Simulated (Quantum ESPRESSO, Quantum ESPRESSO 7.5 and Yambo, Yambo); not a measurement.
**PbO (P4/nmm): G0W0 on several meshes in Yambo**

How does the mesh move the gap of PbO (P4/nmm)?

Main program and level: Quantum ESPRESSO 7.5 and Yambo 5.3.0; PBE and many-body steps on it, plane waves.

Report form: the programs' logs are mostly left out.

The database entry behind the starting cell differs from later determinations by our own check (c about 1 % long), so it need not match the best structure at ambient conditions.

### 1. Starting point

It takes space group P4/nmm (No. 129, tetragonal). The conventional cell has a = 3.960 Å, b = 3.960 Å, c = 5.070 Å, α = 90.00°, β = 90.00°, γ = 90.00°. Nearest to Pb lie 4 O at 2.32 Å. O has 4 Pb at 2.32 Å nearest. Farther neighbours and most contacts between anions are not listed.

The cell and positions come from the Crystallography Open Database and are kept as given unless a step says otherwise. Spin-orbit coupling is left out unless a step names it.

### 2. Empty states on the mesh, 4×4×2 mesh, 359 bands

This step: Quantum ESPRESSO 7.5; DFT, PBE, plane waves, norm-conserving pseudopotentials.

The sums over transitions need many empty states on a uniform mesh; this step solves for them.

File pw.in:

```
&control
  calculation = 'nscf'
  prefix = 'x'
  outdir = 'o'
  pseudo_dir = 'pseudo'
/
&system
  ibrav = 0
  nat = 4
  ntyp = 2
  ecutwfc = 76.0
  nbnd = 359
  force_symmorphic = .true.
/
&electrons
  conv_thr = 1e-9
  electron_maxstep = 80
  diago_full_acc = .true.
  diago_thr_init = 5e-6
/
ATOMIC_SPECIES
  Pb 207.2 Pb.upf
  O 15.999 O.upf
CELL_PARAMETERS angstrom
  3.9600000000 0.0000000000 0.0000000000
  0.0000000000 3.9600000000 0.0000000000
  0.0000000000 0.0000000000 5.0700000000
ATOMIC_POSITIONS crystal
  Pb 0.0000000000 0.5000000000 0.2385140000
  Pb 0.5000000000 0.0000000000 0.7614860000
  O 0.0000000000 0.0000000000 0.0000000000
  O 0.5000000000 0.5000000000 0.0000000000
K_POINTS automatic
  4 4 2 0 0 0
```

The run is started by

```
$ OMP_NUM_THREADS=1 mpirun -n 4 pw.x -nk 4 -in pw.in > pw.out
```

Run time: 1.9 min. Hardware: 4 MPI ranks of Arm Neoverse V1, shared host; peak memory 0.98 GiB.

This step gave:

* gap: 1.140 eV
* k of the valence top: 0, 0, 0
* k of the conduction bottom: -0.5, -0.5, 0
* least direct gap: 2.140 eV
* k points computed: 12
* lowest point of the top converged band, above the valence top: 138.5270 eV

On this mesh the gap is 1.140 eV.

The density comes from a self-consistent run that is not shown.

### 3. Conversion and set-up

This step: Yambo 5.3.0; conversion and set-up on PBE, plane waves, norm-conserving pseudopotentials.

The states are converted to the many-body program's format and the q mesh is built.

The run is started by

```
$ (cd o/x.save; p2y > p2y.log; mv SAVE ../..); yambo > setup.log
```

Elapsed: 3 s, on 1 MPI rank; peak memory 0.24 GiB.

### 4. 4×4×2

Now the one-shot GW correction: screening in the RPA, then the self-energy of the levels asked for.

This step: G0W0 on PBE, plane waves, norm-conserving pseudopotentials.

File gw2.in:

```
HF_and_locXC
gw0
dyson
ppa
em1d
rim_cut
RandQpts= 1000000
RandGvec= 1 RL
EXXRLvcs= 76 Ry
VXCRLvcs= 304 Ry
Chimod= "HARTREE"
% BndsRnXp
 1 | 163 |
%
NGsBlkXp= 11.5 Ry
% LongDrXp
 1 | 1 | 1 |
%
% GbndRnge
 1 | 163 |
%
DysSolver= "n"
ExtendOut
PPAPntXp= 27.21138 eV
% QPkrange
 1 | 1 | 27 | 30 |
 11 | 11 | 27 | 30 |
%
```

The run is started by

```
$ OMP_NUM_THREADS=1 mpirun -n 4 yambo -F gw2.in -J gw2 -C gw2 > gw2.log
```

It took 5.9 min on 4 MPI ranks; peak memory 2.4 GiB.

Numbers from this step:

* G0W0 gap on the points computed: 1.229 eV
* starting gap on the mesh: 1.140 eV
* k of the valence top: 0, 0, 0
* k of the conduction bottom: -0.5, -0.5, 0
* least direct G0W0 gap on the computed points: 2.111 eV
* Z at the valence top: 0.7884
* Z at the conduction bottom: 0.8360

The gap on the mesh goes from 1.14 eV to 1.23 eV, a correction of +0.09 eV.

### 5. Empty states on the mesh, 2×2×2 mesh, 163 bands

This step: Quantum ESPRESSO 7.5; DFT, PBE, plane waves, norm-conserving pseudopotentials.

pw.in: that of step 2 with these lines changed.

```diff
@@ -11,3 +11,3 @@
   ecutwfc = 76.0
-  nbnd = 359
+  nbnd = 163
   force_symmorphic = .true.
@@ -33,2 +33,2 @@
 K_POINTS automatic
-  4 4 2 0 0 0
+  2 2 2 0 0 0
```

The run is started by

```
$ OMP_NUM_THREADS=1 mpirun -n 4 pw.x -nk 4 -in pw.in > pw.out
```

The job ended after 22 s (4 MPI ranks; peak memory 0.55 GiB).

Numbers from this step:

| Quantity | Value |
| --- | --- |
| gap | 1.140 eV |
| k of the valence top | 0, 0, 0 |
| k of the conduction bottom | -0.5, -0.5, 0 |
| least direct gap | 2.140 eV |
| k points computed | 6 |
| lowest point of the top converged band, above the valence top | 73.7953 eV |

On this mesh the gap is 1.140 eV.

### 6. Conversion and set-up

This step: Yambo 5.3.0; conversion and set-up on PBE, plane waves, norm-conserving pseudopotentials.

The run is started by

```
$ (cd o/x.save; p2y > p2y.log; mv SAVE ../..); yambo > setup.log
```

It took 2.4 s on 1 MPI rank; peak memory 0.24 GiB.

### 7. 2×2×2

This step: G0W0 on PBE, plane waves, norm-conserving pseudopotentials.

gw11.in, as its differences from gw2.in of step 4:

```diff
@@ -26,3 +26,3 @@
  1 | 1 | 27 | 30 |
- 11 | 11 | 27 | 30 |
+ 5 | 5 | 27 | 30 |
 %
```

The run is started by

```
$ OMP_NUM_THREADS=1 mpirun -n 4 yambo -F gw11.in -J gw11 -C gw11 > gw11.log
```

Wall time 57 s (4 MPI ranks); peak memory 1.7 GiB; 3.7 min of CPU time.

This step gave:

* G0W0 gap on the points computed: 1.122 eV
* starting gap on the mesh: 1.140 eV
* k of the valence top: 0, 0, 0
* k of the conduction bottom: -0.5, -0.5, 0
* least direct G0W0 gap on the computed points: 2.035 eV
* Z at the valence top: 0.7847
* Z at the conduction bottom: 0.8302

Against G0W0 in Yambo (4×4×2 mesh, 163 bands, screening to 156.5 eV, Godby-Needs plasmon pole), the gap moves by −0.107 eV.

### 8. Empty states on the mesh, 4×4×4 mesh, 163 bands

This step: Quantum ESPRESSO 7.5; DFT, PBE, plane waves, norm-conserving pseudopotentials.

pw.in: that of step 5 with these lines changed.

```diff
@@ -33,2 +33,2 @@
 K_POINTS automatic
-  2 2 2 0 0 0
+  4 4 4 0 0 0
```

The run is started by

```
$ OMP_NUM_THREADS=1 mpirun -n 4 pw.x -nk 4 -in pw.in > pw.out
```

It took 53 s on 4 MPI ranks; peak memory 0.55 GiB.

This step gave:

| Property | Result |
| --- | --- |
| gap | 1.140 eV |
| k of the valence top | 0, 0, 0 |
| k of the conduction bottom | -0.5, -0.5, 0 |
| least direct gap | 2.140 eV |
| k points computed | 18 |
| lowest point of the top converged band, above the valence top | 73.0602 eV |

On this mesh the gap is 1.140 eV.

### 9. Conversion and set-up

This step: Yambo 5.3.0; conversion and set-up on PBE, plane waves, norm-conserving pseudopotentials.

The run is started by

```
$ (cd o/x.save; p2y > p2y.log; mv SAVE ../..); yambo > setup.log
```

It took 3.1 s on 1 MPI rank; peak memory 0.25 GiB.

### 10. 4×4×4

This step: G0W0 on PBE, plane waves, norm-conserving pseudopotentials.

gw12.in, as its differences from gw11.in of step 7:

```diff
@@ -26,3 +26,3 @@
  1 | 1 | 27 | 30 |
- 5 | 5 | 27 | 30 |
+ 16 | 16 | 27 | 30 |
 %
```

The run is started by

```
$ OMP_NUM_THREADS=1 mpirun -n 4 yambo -F gw12.in -J gw12 -C gw12 > gw12.log
```

Run time: 16 min. Hardware: 4 MPI ranks; peak memory 3 GiB; 62 min of CPU time.

This step gave:

| Item | Value |
| --- | --- |
| G0W0 gap on the points computed | 1.257 eV |
| starting gap on the mesh | 1.140 eV |
| k of the valence top | 0, 0, 0 |
| k of the conduction bottom | -0.5, -0.5, 0 |
| least direct G0W0 gap on the computed points | 2.145 eV |

Against G0W0 in Yambo (4×4×2 mesh, 163 bands, screening to 156.5 eV, Godby-Needs plasmon pole), the gap moves by +0.028 eV.

### 11. Side by side

Times are wall times on 4 MPI ranks of Arm Neoverse V1, shared host, good to a factor of about two.

| run | mesh | bands | screening cutoff (eV) | DFT gap (eV) | gap on the mesh (eV) | direct (eV) | time |
| --- | --- | --- | --- | --- | --- | --- | --- |
| 4×4×2 | 4×4×2 | 163 | 156.5 | 1.140 | 1.229 | 2.111 | 5.9 min |
| 2×2×2 | 2×2×2 | 163 | 156.5 | 1.140 | 1.122 | 2.035 | 57 s |
| 4×4×4 | 4×4×4 | 163 | 156.5 | 1.140 | 1.257 | 2.145 | 16 min |

### 12. Results

```json
{
 "4×4×2": "1.229 eV",
 "2×2×2": "1.122 eV",
 "4×4×4": "1.257 eV",
 "known limits": "not at the basis limit; no spin-orbit coupling; coarse k mesh"
}
```

2×2×2: −0.107 eV against 4×4×2. 4×4×4: +0.028 eV against 4×4×2. Bands and cutoff are finite, so the gap is not at the basis limit. The miss can reach some tenths of an eV and take either sign; the mesh is an error of its own. In the G0W0 runs levels were corrected at 2 k points alone, so a gap called «on the mesh» is the least over those, and an edge elsewhere would be missed. The 4×4×2 mesh is coarse for this cell, which bears on the long-range parts of exchange and screening. Where an edge is built on 6p states of lead, bismuth or thallium, scalar-relativistic gaps usually stand too wide, by a few tenths to over one eV. The many-body steps are scalar-relativistic: spin-orbit coupling is not in them.

[Paths, hosts, dates, memory and timing lines, banners, echoed tables and standing remarks are left out of the program output.]

[Logs are printed without paths, hosts, clocks, repeated set-up lines and the standing remarks that a program may print on its own settings, such as how far it seeks lower states.]

[Runs of the session that timed out or met a known fault of the program may be left out.]

[Hosts, paths, dates, database ids (printed as entryN), source tags and the programs' standing remarks are cut or masked in the printed files.]
